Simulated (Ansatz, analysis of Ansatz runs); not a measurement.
# Al-H pair in Si: local vibrational mode against experiment

How near does this set-up come to the measured local vibrational mode? Subject: Al-H pair in Si. Set-up: r2SCAN, 64-site cell, r2SCAN lattice, 500 eV, k: the single point 1/4 1/4 1/4. The model is a cell of 64 host atoms with Al put on another atom's site and H put in between. The frequencies come from force constants among the defect atom and its neighbours, with the masses of the isotopes named. A meta-GGA costs about twice a GGA and mends lattice constants and part of the gap.

What was measured. Si-H stretch, 1H: 2201 cm⁻¹, by IR absorption (quoted in “Local vibrational modes of impurities in silicon”, 2008, M.D. McCluskey, quoting earlier work (1987)). The runs below try to reproduce this.

Main program and level: Ansatz 0.2.0; plane-wave PAW DFT, r2SCAN; relaxation of all atoms of a defect supercell.

## Step 1: Set-up

The cell holds 65 atoms: 63 Si, 1 Al and 1 H. Its edges and angles: a = 10.888 Å, b = 10.888 Å, c = 10.888 Å, α = 90.0°, β = 90.0°, γ = 90.0°. It derives from Si (space group Fd-3m). Nearest the centre at fractional (0.346, 0.346, 0.346): H65 at 0.55 Å, Al8 at 1.00 Å, Si4 at 2.06 Å, Si27 at 2.59 Å, Si49 at 2.59 Å, Si42 at 2.59 Å, Si7 at 3.41 Å, Si6 at 3.41 Å.

The host's primitive cell comes from a first run (plane-wave PAW DFT, r2SCAN; relaxation of the host's cell and atoms): vectors of 3.850, 3.850 and 3.850 Å. That is 20.17 Å³ an atom, 0.7 % over the diffraction cell's volume. The supercell is built on it.

## Step 2: Relaxation, charge 0

Every later number rests on the structure around the defect, so the atoms are relaxed at the host's lattice first.

relax/input.yaml

```yaml
relax:
  f_tol: 0.01
  max_steps: 80
  random_displacement: { amplitude: 0.02, seed: 963 }
crystal:
  lattice:
    - [10.88847935, 0.0, 0.0]
    - [0.0, 10.88847935, 0.0]
    - [0.0, 0.0, 10.88847935]
  atoms:
    - { symbol: Si, position: [0.0, 0.0, 0.25] }
    - { symbol: Si, position: [0.0, 0.25, 0.0] }
    - { symbol: Si, position: [0.25, 0.0, 0.0] }
    - { symbol: Si, position: [0.236747461, 0.236747461, 0.236747461] }
    - { symbol: Si, position: [0.125, 0.125, 0.375] }
    - { symbol: Si, position: [0.125, 0.375, 0.125] }
    - { symbol: Si, position: [0.375, 0.125, 0.125] }
    - { symbol: Al, position: [0.398860081, 0.398860081, 0.398860081] }
    - { symbol: Si, position: [0.0, 0.0, 0.75] }
    - { symbol: Si, position: [0.0, 0.25, 0.5] }
    - { symbol: Si, position: [0.25, 0.0, 0.5] }
    - { symbol: Si, position: [0.25, 0.25, 0.75] }
    - { symbol: Si, position: [0.125, 0.125, 0.875] }
    - { symbol: Si, position: [0.125, 0.375, 0.625] }
    - { symbol: Si, position: [0.375, 0.125, 0.625] }
    - { symbol: Si, position: [0.375, 0.375, 0.875] }
    - { symbol: Si, position: [0.0, 0.5, 0.25] }
    - { symbol: Si, position: [0.0, 0.75, 0.0] }
    - { symbol: Si, position: [0.25, 0.5, 0.0] }
    - { symbol: Si, position: [0.25, 0.75, 0.25] }
    - { symbol: Si, position: [0.125, 0.625, 0.375] }
    - { symbol: Si, position: [0.125, 0.875, 0.125] }
    - { symbol: Si, position: [0.375, 0.625, 0.125] }
    - { symbol: Si, position: [0.375, 0.875, 0.375] }
    - { symbol: Si, position: [0.0, 0.5, 0.75] }
    - { symbol: Si, position: [0.0, 0.75, 0.5] }
    - { symbol: Si, position: [0.25, 0.5, 0.5] }
    - { symbol: Si, position: [0.25, 0.75, 0.75] }
    - { symbol: Si, position: [0.125, 0.625, 0.875] }
    - { symbol: Si, position: [0.125, 0.875, 0.625] }
    - { symbol: Si, position: [0.375, 0.625, 0.625] }
    - { symbol: Si, position: [0.375, 0.875, 0.875] }
    - { symbol: Si, position: [0.5, 0.0, 0.25] }
    - { symbol: Si, position: [0.5, 0.25, 0.0] }
    - { symbol: Si, position: [0.75, 0.0, 0.0] }
    - { symbol: Si, position: [0.75, 0.25, 0.25] }
    - { symbol: Si, position: [0.625, 0.125, 0.375] }
    - { symbol: Si, position: [0.625, 0.375, 0.125] }
    - { symbol: Si, position: [0.875, 0.125, 0.125] }
    - { symbol: Si, position: [0.875, 0.375, 0.375] }
    - { symbol: Si, position: [0.5, 0.0, 0.75] }
    - { symbol: Si, position: [0.5, 0.25, 0.5] }
    - { symbol: Si, position: [0.75, 0.0, 0.5] }
    - { symbol: Si, position: [0.75, 0.25, 0.75] }
    - { symbol: Si, position: [0.625, 0.125, 0.875] }
    - { symbol: Si, position: [0.625, 0.375, 0.625] }
    - { symbol: Si, position: [0.875, 0.125, 0.625] }
    - { symbol: Si, position: [0.875, 0.375, 0.875] }
    - { symbol: Si, position: [0.5, 0.5, 0.25] }
    - { symbol: Si, position: [0.5, 0.75, 0.0] }
    - { symbol: Si, position: [0.75, 0.5, 0.0] }
    - { symbol: Si, position: [0.75, 0.75, 0.25] }
    - { symbol: Si, position: [0.625, 0.625, 0.375] }
    - { symbol: Si, position: [0.625, 0.875, 0.125] }
    - { symbol: Si, position: [0.875, 0.625, 0.125] }
    - { symbol: Si, position: [0.875, 0.875, 0.375] }
    - { symbol: Si, position: [0.5, 0.5, 0.75] }
    - { symbol: Si, position: [0.5, 0.75, 0.5] }
    - { symbol: Si, position: [0.75, 0.5, 0.5] }
    - { symbol: Si, position: [0.75, 0.75, 0.75] }
    - { symbol: Si, position: [0.625, 0.625, 0.875] }
    - { symbol: Si, position: [0.625, 0.875, 0.625] }
    - { symbol: Si, position: [0.875, 0.625, 0.625] }
    - { symbol: Si, position: [0.875, 0.875, 0.875] }
    - { symbol: H, position: [0.316442, 0.316442, 0.316442] }
basis:
  ecutwfc: 500
  xc_grid: 2
hamiltonian:
  xc: r2scan
kpoints:
  mp_grid: { grid: [1, 1, 1], shift: [0.25, 0.25, 0.25] }
scf:
  occupations: { method: fermi_dirac, width: 0.01 }
  max_iter: 120
output:
  forces: true
checkpoint:
  write: "../relax.run"
  compress: false
  write_wavefunctions: true
  write_every: 100000
```

Command:

```bash
$ ansatz run input.yaml --threads 2 --pin off --max-ram 4710MiB --backend cpu --events-out ev --progress --plain --runs-dir out
```

Numbers of over 12 decimals in the logs are rounded to 6 here.

What it wrote:

```text
[... repeated set-up lines and file paths are left out, and long positions are rounded to six places ...]
Engine: ansatz 0.2.0, aarch64-unknown-linux-gnu
Pseudopotentials: kind: paw
Pseudopotential: Si, paw, valence charge 4, recommended cutoff 500 eV (meta_gga), Si.paw.azcp
Pseudopotential: Al, paw, valence charge 3, recommended cutoff 500 eV (meta_gga), Al.paw.azcp
Pseudopotential: H, paw, valence charge 1, recommended cutoff 500 eV (meta_gga), H.paw.azcp
Functional definition: r2SCAN
  parameter k0 = 0.174
  parameter k1 = 0.065
  parameter a1 = 4.9479
  exchange = r2scan_x(k0 = k0, k1 = k1, a1 = a1)
  correlation = r2scan_c
Crystal: 65 atoms, lattice volume = 1290.927 Å³
Basis set: ecut = 500 eV, 32795 PW (Γ), exchange–correlation on 160×160×160 points (8 copies of the dense FFT grid, shifted against one another)
Bands: 193, of which v1, the nominal top of the filled ones, is band 128 counted from 1 (127 counted from 0)
Symmetry: 1 space group operations
k-points: 1
Non-local potential: Si, projectors of the file, l = 0: 2, l = 1: 2, l = 2: 2
Non-local potential: Al, projectors of the file, l = 0: 2, l = 1: 2, l = 2: 1
Non-local potential: H, projectors of the file, l = 0: 2, l = 1: 1
PAW form: soft (Blöchl's): semilocal exchange-correlation on the pseudo side does not see the compensation charge
PAW frozen core: Si, regenerated for the run's functional (the file was generated under x = pbe(κ = 0.804, μ = 0.219515), c = pbe(β = 0.066725))
PAW frozen core: Al, regenerated for the run's functional (the file was generated under x = pbe(κ = 0.804, μ = 0.219515), c = pbe(β = 0.066725))
PAW one-centre angular grid: Si, 302 points (default); XC on 160 Gauss nodes
PAW one-centre angular grid: Al, 302 points (default); XC on 160 Gauss nodes
PAW one-centre angular grid: H, 302 points (default); XC on 160 Gauss nodes
Initial density: superposition of atomic densities (neutral atoms: chi_scale 0, normalization atom), corrected by the library's trained network
Initial wavefunctions: pseudopotential atomic-orbital guess
Functional: x = r2scan, c = r2scan; τ floored in thin density (d = 2e-4 eV/Å³)
SCF iter   1: F=—  HF=-40814.843480 eV  |F-HF|=—  |Δ(HF+E_count)|=         —  Δρ=4.01e-3  dr2=1.94e-1  dr2_τ=4.09e-1  ethr=1.77e-3  ⟨swp⟩=6.0  Hψ=892  notcnv=0  defer=44
preconditioner: auto → Resta (q_TF=auto, 2.083 Å⁻¹)  ε∞=4.9  [insulator: Δε(μ)=1.281 eV  Ē_g=8.367 eV  σ=0.010 eV  W_gap=1.00  n_scr=202 (ndim 8)  ℏωp=16.5 eV  f_vac=0.000  D(μ)=0.00/eV (n_scr^D=0)  ε∞_Penn≈4.9]
SCF iter   2: F=—  HF=-40815.338906 eV  |F-HF|=—  |Δ(HF+E_count)|=   4.95e-1  Δρ=2.64e-3  dr2=7.20e-2  dr2_τ=3.00e-4  ethr=7.56e-5  ⟨swp⟩=2.0  Hψ=345  notcnv=0  defer=59
SCF iter   3: F=—  HF=-40815.334955 eV  |F-HF|=—  |Δ(HF+E_count)|=   3.95e-3  Δρ=2.27e-4  dr2=1.20e-3  dr2_τ=7.16e-5  ethr=2.81e-5  ⟨swp⟩=3.0  Hψ=268  notcnv=0  defer=59
SCF iter   4: F=—  HF=-40815.335454 eV  |F-HF|=—  |Δ(HF+E_count)|=   4.99e-4  Δρ=1.10e-4  dr2=1.36e-4  dr2_τ=1.94e-6  ethr=4.69e-7  ⟨swp⟩=2.0  Hψ=230  notcnv=0  defer=59
SCF iter   5: F=—  HF=-40815.335575 eV  |F-HF|=—  |Δ(HF+E_count)|=   1.21e-4  Δρ=2.59e-5  dr2=1.71e-5  dr2_τ=1.83e-7  ethr=5.31e-8  ⟨swp⟩=2.0  Hψ=262  notcnv=0  defer=59
SCF iter   6: F=-40815.335581 eV  HF=-40815.335581 eV  |F-HF|=1.61e-7  |Δ(HF+E_count)|=   6.57e-6  Δρ=5.63e-6  dr2=6.55e-7  dr2_τ=6.07e-9  ethr=9.77e-10  ⟨swp⟩=4.0  Hψ=561  notcnv=0
SCF 1 converged in 6 iterations: F = -40815.335581 eV  dr2 = 6.55e-7
  greatest PAW one-centre occupation: 0.656 electrons in one spin orbital (limit 2), on the Si atom at site 3 (counted from 0), in its partial waves of l = 0
relax step   1: F+E_penalty+E_count = -40815.33558141 eV  Δ(F+E_penalty+E_count) = +0.000e0 eV  max|allowed force component| = 1.856e0 eV/Å  Δτ_max = 0.0000 Å  (6 SCF iters, dr2 threshold 2.50e-6 eV, accepted)
[... the SCF cycles and remarks between the steps are left out from here to the last step ...]
relax step   2: F+E_penalty+E_count = -40816.11648465 eV  Δ(F+E_penalty+E_count) = -7.809e-1 eV  max|allowed force component| = 4.083e-1 eV/Å  Δτ_max = 0.1236 Å  (5 SCF iters, dr2 threshold 1.00e-4 eV, accepted)
relax step   3: F+E_penalty+E_count = -40816.16665403 eV  Δ(F+E_penalty+E_count) = -5.017e-2 eV  max|allowed force component| = 1.007e-1 eV/Å  Δτ_max = 0.0275 Å  (4 SCF iters, dr2 threshold 1.04e-5 eV, accepted)
relax step   4: F+E_penalty+E_count = -40816.16925541 eV  Δ(F+E_penalty+E_count) = -2.601e-3 eV  max|allowed force component| = 2.958e-2 eV/Å  Δτ_max = 0.0158 Å  (4 SCF iters, dr2 threshold 6.34e-7 eV, accepted)
relax step   5: F+E_penalty+E_count = -40816.16963179 eV  Δ(F+E_penalty+E_count) = -3.764e-4 eV  max|allowed force component| = 8.950e-3 eV/Å  Δτ_max = 0.0104 Å  (4 SCF iters, accepted)
relax step   6: F+E_penalty+E_count = -40816.16967579 eV  Δ(F+E_penalty+E_count) = -4.400e-5 eV  max|allowed force component| = 9.891e-3 eV/Å  Δτ_max = 0.0031 Å  (3 SCF iters, accepted)
relax step   7: F+E_penalty+E_count = -40816.16978211 eV  Δ(F+E_penalty+E_count) = -1.063e-4 eV  max|allowed force component| = 1.585e-2 eV/Å  Δτ_max = 0.0112 Å  (4 SCF iters, accepted)
relax step   8: F+E_penalty+E_count = -40816.16995462 eV  Δ(F+E_penalty+E_count) = -1.725e-4 eV  max|allowed force component| = 2.121e-2 eV/Å  Δτ_max = 0.0122 Å  (4 SCF iters, dr2 threshold 2.51e-7 eV, accepted)
relax step   9: F+E_penalty+E_count = -40816.17026107 eV  Δ(F+E_penalty+E_count) = -3.064e-4 eV  max|allowed force component| = 2.783e-2 eV/Å  Δτ_max = 0.0162 Å  (4 SCF iters, dr2 threshold 4.50e-7 eV, accepted)
relax step  10: F+E_penalty+E_count = -40816.17109745 eV  Δ(F+E_penalty+E_count) = -8.364e-4 eV  max|allowed force component| = 3.804e-2 eV/Å  Δτ_max = 0.0310 Å  (4 SCF iters, dr2 threshold 7.74e-7 eV, accepted)
relax step  11: F+E_penalty+E_count = -40816.17225695 eV  Δ(F+E_penalty+E_count) = -1.160e-3 eV  max|allowed force component| = 5.053e-2 eV/Å  Δτ_max = 0.0323 Å  (4 SCF iters, dr2 threshold 1.45e-6 eV, accepted)
relax step  12: F+E_penalty+E_count = -40816.17413685 eV  Δ(F+E_penalty+E_count) = -1.880e-3 eV  max|allowed force component| = 6.201e-2 eV/Å  Δτ_max = 0.0400 Å  (4 SCF iters, dr2 threshold 2.55e-6 eV, accepted)
relax step  13: F+E_penalty+E_count = -40816.17702241 eV  Δ(F+E_penalty+E_count) = -2.886e-3 eV  max|allowed force component| = 7.122e-2 eV/Å  Δτ_max = 0.0490 Å  (4 SCF iters, dr2 threshold 3.84e-6 eV, accepted)
relax step  14: F+E_penalty+E_count = -40816.18103969 eV  Δ(F+E_penalty+E_count) = -4.017e-3 eV  max|allowed force component| = 7.518e-2 eV/Å  Δτ_max = 0.0571 Å  (4 SCF iters, dr2 threshold 5.07e-6 eV, accepted)
relax step  15: F+E_penalty+E_count = -40816.18593986 eV  Δ(F+E_penalty+E_count) = -4.900e-3 eV  max|allowed force component| = 7.151e-2 eV/Å  Δτ_max = 0.0616 Å  (4 SCF iters, dr2 threshold 5.65e-6 eV, accepted)
relax step  16: F+E_penalty+E_count = -40816.19105945 eV  Δ(F+E_penalty+E_count) = -5.120e-3 eV  max|allowed force component| = 6.102e-2 eV/Å  Δτ_max = 0.0611 Å  (4 SCF iters, dr2 threshold 4.63e-6 eV, accepted)
relax step  17: F+E_penalty+E_count = -40816.20189389 eV  Δ(F+E_penalty+E_count) = -1.083e-2 eV  max|allowed force component| = 1.104e-1 eV/Å  Δτ_max = 0.1985 Å  (5 SCF iters, dr2 threshold 2.71e-6 eV, accepted)
relax step  18: F+E_penalty+E_count = -40816.20415175 eV  Δ(F+E_penalty+E_count) = -2.258e-3 eV  max|allowed force component| = 3.270e-2 eV/Å  Δτ_max = 0.0787 Å  (4 SCF iters, dr2 threshold 8.88e-6 eV, accepted)
relax step  19: F+E_penalty+E_count = -40816.20525309 eV  Δ(F+E_penalty+E_count) = -1.101e-3 eV  max|allowed force component| = 3.059e-2 eV/Å  Δτ_max = 0.0372 Å  (5 SCF iters, accepted)
relax step  20: F+E_penalty+E_count = -40816.20568566 eV  Δ(F+E_penalty+E_count) = -4.326e-4 eV  max|allowed force component| = 1.073e-2 eV/Å  Δτ_max = 0.0322 Å  (5 SCF iters, accepted)
SCF iter   1: F=—  HF=-40816.205770 eV  |F-HF|=—  |Δ(HF+E_count)|=         —  Δρ=1.34e-4  dr2=1.40e-4  dr2_τ=1.07e-5  ethr=5.53e-7  ⟨swp⟩=4.0  Hψ=448  notcnv=0  defer=59
SCF iter   2: F=—  HF=-40816.205795 eV  |F-HF|=—  |Δ(HF+E_count)|=   2.55e-5  Δρ=7.69e-5  dr2=4.55e-5  dr2_τ=5.60e-7  ethr=5.45e-8  ⟨swp⟩=2.0  Hψ=246  notcnv=0  defer=59
SCF iter   3: F=—  HF=-40816.205759 eV  |F-HF|=—  |Δ(HF+E_count)|=   3.60e-5  Δρ=4.69e-6  dr2=3.24e-7  dr2_τ=7.89e-9  ethr=1.78e-8  ⟨swp⟩=2.0  Hψ=217  notcnv=0  defer=59
SCF iter   4: F=-40816.205760 eV  HF=-40816.205760 eV  |F-HF|=2.75e-8  |Δ(HF+E_count)|=   3.21e-7  Δρ=1.90e-6  dr2=4.65e-8  dr2_τ=7.88e-10  ethr=3.91e-11  ⟨swp⟩=5.0  Hψ=610  notcnv=0
SCF 21 converged in 4 iterations: F = -40816.205760 eV  dr2 = 4.65e-8
relax step  21: F+E_penalty+E_count = -40816.20575968 eV  Δ(F+E_penalty+E_count) = -7.402e-5 eV  max|allowed force component| = 5.319e-3 eV/Å  Δτ_max = 0.0087 Å  (4 SCF iters, accepted)
NSCF: frozen V_eff on 1 k-points
the band table was solved once a step of the walk had ended and its energy, with any forces and stress, was formed, with the checks that follow a solve (998 applications of the Hamiltonian). They found nothing against the state; [...]
iter 1 solved again at ethr=1.82e-11 eV; its pass at ethr=3.10e-3 eV (dr2=4.65e-8 eV) is discarded
SCF iter   1: F=—  HF=-40816.205760 eV  |F-HF|=—  |Δ(HF+E_count)|=         —  Δρ=1.90e-6  dr2=4.65e-8  dr2_τ=7.88e-10  ethr=1.82e-11  ⟨swp⟩=1.0  Hψ=536  notcnv=0
SCF iter   2: F=-40816.205760 eV  HF=-40816.205760 eV  |F-HF|=1.44e-8  |Δ(HF+E_count)|=   2.37e-8  Δρ=1.18e-6  dr2=1.64e-8  dr2_τ=2.48e-10  ethr=1.82e-11  ⟨swp⟩=3.0  Hψ=442  notcnv=0
SCF 22 converged in 2 iterations: F = -40816.205760 eV  dr2 = 1.64e-8
NSCF: frozen V_eff on 1 k-points
the band table was solved once a step of the walk had ended and its energy, with any forces and stress, was formed, with the checks that follow a solve (683 applications of the Hamiltonian). They found nothing against the state; [...]
SCF converged after 2 iterations
Free energy (F): -40816.205760 eV
Harris-Foulkes:  -40816.205760 eV  (|F-HF|=1.44e-8)
Internal energy: -40816.205760 eV  (E = F + TS)
E sigma→0 (E₀):  -40816.205760 eV
Fermi energy:    6.489328 eV
--- Per-component energies (eV) ---
  E_band       = 204.556278
  E_kinetic    = 2590.154190
  E_local      = -1731.397103  (includes V_loc(G=0)·N_el)
  E_nonlocal   = 1590.100354
  E_hartree    = 487.399828
  E_xc         = -3293.548186
  E_vxc        = -3181.325158  (∫ρ·V_xc dr)
  E_paw        = -33203.805364  (= ΣΔE_a)
  E_vpaw       = -162.279280  (= ΣTr[D̂ρ^β])
  E_aug_tail   = -0.000201  (compensation charges beyond the density's cutoff)
  E_vtau       = 124.503848  (kinetic-family band-sum trace: ∫τ·v_τ [+ j·A + Jᵃ·Aᵃ] dr)
  E_ewald      = -7250.233892
  E_core_change = -4.875386  (= ΣΔE_core)
  E_smearing   = -0.000000  (= −TS)
  E_closure    = -0.000000  (closes the sum)
  Σ components = -40816.205760   (vs F -40816.205760, Δ=0.00e0)
--- Forces (eV/Å), atoms counted from 1 ---
  atom   1  Si    -0.00314827    -0.00279882    -0.00260301
  atom   2  Si    -0.00174351    -0.00096047     0.00045022
  [... 1 atom left out ...]
  atom   4  Si     0.00239637     0.00401743     0.00147659
  atom   5  Si     0.00346778     0.00329011     0.00395096
  atom   6  Si     0.00080382     0.00118748     0.00009352
  atom   7  Si     0.00021099    -0.00047759    -0.00087669
  atom   8  Al     0.00267350     0.00071967     0.00121205
  [... 14 atoms left out ...]
  atom  23  Si     0.00077336     0.00056779     0.00038827
  [... 3 atoms left out ...]
  atom  27  Si    -0.00275644     0.00005267     0.00042741
  [... 14 atoms left out ...]
  atom  42  Si    -0.00082144    -0.00121568     0.00030757
  [... 6 atoms left out ...]
  atom  49  Si    -0.00107188    -0.00158314    -0.00071802
  [... 15 atoms left out ...]
  atom  65  H     -0.00396731    -0.00533752    -0.00334662
  max |Σ_I F_I| component: 9.68e-3 eV/Å
--- Band table (eV) ---
  k-point 0: bands = ["-6.2190", "-5.6649", "-5.6595", "-5.6449", [... 185 left out ...] "10.4805", "10.5059", "10.6067", "10.6639"]
--- Relaxed structure (21 steps of the walk, 21 accepted, 0 SCFs on fresh bases) ---
  F+E_penalty+E_count = -40816.20575968 eV   max|allowed force component| = 5.319e-3 eV/Å
  atoms:
    - { symbol: Si, position: [0.002317, 0.002298, 0.250907] }
    - { symbol: Si, position: [-0.003609, 0.248853, -0.002967] }
    [... 1 atom left out ...]
    - { symbol: Si, position: [0.235988, 0.235969, 0.233297] }
    - { symbol: Si, position: [0.125843, 0.125849, 0.380658] }
    - { symbol: Si, position: [0.118845, 0.375236, 0.119692] }
    - { symbol: Si, position: [0.375340, 0.118899, 0.119762] }
    - { symbol: Al, position: [0.392084, 0.392039, 0.397511] }
    [... 14 atoms left out ...]
    - { symbol: Si, position: [0.376066, 0.625672, 0.126021] }
    [... 3 atoms left out ...]
    - { symbol: Si, position: [0.240899, 0.505258, 0.506208] }
    [... 14 atoms left out ...]
    - { symbol: Si, position: [0.505275, 0.240799, 0.506159] }
    [... 6 atoms left out ...]
    - { symbol: Si, position: [0.507485, 0.507465, 0.248483] }
    [... 15 atoms left out ...]
    - { symbol: H, position: [0.332433, 0.333052, 0.266167] }
```

It took 8.3 min on 2 threads of Arm Neoverse V2, shared host; peak memory 2.1 GiB.

(Part 1 of 2 ends here.)

[Logs are printed without paths, hosts, clocks, repeated set-up lines and the standing remarks that a program may print on its own settings, such as how far it seeks lower states.]

[Hosts, paths, dates, database ids (printed as entryN), source tags and the programs' standing remarks are cut or masked in the printed files.]

[For some hosts the program warned that the k-mesh of the response run may be too coarse for force constants and the static dielectric constant; such warnings are not shown here.]
